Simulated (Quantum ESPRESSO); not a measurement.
# Energy and gap at +3 % biaxial strain: Cl-CC-Cl chair, 1 layer

Method. Quantum ESPRESSO 7.5 driven by ASE, PBE, GBRV ultrasoft, ESM (bc1); atomic heights clamped; cell area 7.346 Å² at zero strain.

```tsv
strain (%)	energy (meV a cell)	gap on the mesh (eV)
−3	100.15	1.029
−1.5	23.25	1.370
0	0.00	1.538
+1.5	22.43	1.330
```

To predict: What are energy and gap at +3 %, and how stiff is the sheet?

**Fit.** About zero, E'' = (23.25 + 22.43 − 2 × 0.00)/1.5² = 20.30 meV per %² and E' = (22.43 − 23.25)/3 = −0.27 meV per %. With E = A K ε², where K = (C11 + C22)/2 + C12 (C11 + C12 for a hexagonal sheet), K = 20.30 × 10/(2 × 7.346) × 16.02 = 221 N/m. The parabola gives E(+3 %) = 0.00 + 3 × (−0.27) + 4.5 × 20.30 = 90.5 meV. Continuing the last slope, the gap is 2 × 1.330 − 1.538 = 1.122 eV.

What the calculation gave: E = 83.3 meV and the gap 1.075 eV. The parabola misses by +7.2 meV, too high, since bonds soften under tension. The gap's line misses by +0.047 eV: the gap is not linear in strain.

**Limits.** Clamped heights stiffen sheets with several planes. Semilocal gap, no spin-orbit coupling.

[Logs are printed without paths, hosts, clocks, repeated set-up lines and the standing remarks that a program may print on its own settings, such as how far it seeks lower states.]
